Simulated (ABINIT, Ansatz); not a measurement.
Records of electronic-structure calculations.

### GaN (P6_3mc): G0W0 with ABINIT, start to end

Symmetry: P6_3mc, No. 186, hexagonal system. The conventional cell has a = 3.180 Å, b = 3.180 Å, c = 5.166 Å, α = 90.00°, β = 90.00°, γ = 120.00°. Nearest to Ga lie 4 N at 1.94 to 1.95 Å. Nearest to N lie 4 Ga at 1.94 to 1.95 Å. Farther neighbours, and contacts between anions beyond the nearest, are not listed.

* method: RPA screening on LDA, plane waves, norm-conserving pseudopotentials (and 2 further levels or steps)
* program: ABINIT 10.8.3
* settings: cutoff 45 Ha, PseudoDojo scalar-relativistic 0.4.1 stringent, norm-conserving, ngkpt (3, 3, 2), nband 66, ecuteps 4.4 Ha, inclvkb 2, shiftk (0, 0, 0), symchi 1, awtr 1, frequency ppm, 3×3×2 k-mesh
* cost: 5 runs, 2.1 min in all on 4 MPI ranks of Arm Neoverse V1, shared host
* notes: The database entry behind the starting cell differs from other determinations of this structure. The program’s warnings: nkpt*nsppol () is not a multiple of nproc spkpt (). The cell and positions come from the Crystallography Open Database and are kept as given unless a step says otherwise. Limits: no spin-orbit coupling. The 3×3×2 mesh is coarse for this cell, which bears on the long-range parts of exchange and screening.
* LDA gap: 1.99 eV, direct
* G0W0 gap on the mesh: 3.06 eV
* GW settings: 3×3×2 mesh, 66 bands, screening to 119.7 eV, Godby-Needs plasmon pole
* known limits: short of the basis limit; no spin-orbit coupling; coarse k mesh

G0W0 moves the gap on the mesh from 1.99 eV to 3.06 eV (+1.06 eV), with Z of 0.80 and 0.82 at the edges. Local fields lower the RPA ε∞ on this mesh from 10.25 to 9.57; a Γ-centred mesh this coarse tends to raise both, most where the direct gap is narrow, while a short band sum lowers them.

[Paths, hosts, dates, memory and timing lines, banners, echoed tables and standing remarks are left out of the program output; an Ansatz launch command may be rebuilt from the run's recorded settings. Measured values are a selection of at most five: reports struck by readers or far from the other reports are left out. None is set beside runs whose start may be inverted or whose files or cutoffs have a known fault.]

[Runs of the session that timed out or met a known fault of the program may be left out.]

[Hosts, paths, dates, database ids (printed as entryN), source tags and the programs' standing remarks are cut or masked in the printed files.]

[G0W0 gaps are taken among the corrected bands and points alone; a level outside them can change the order at an edge.]

[Where Ansatz stands beside ABINIT at settings called matched, ABINIT's density can come from a denser mesh and the files from another edition; pairs whose starting gaps differed by over 0.03 eV were left out, so agreement reads better than it is.]
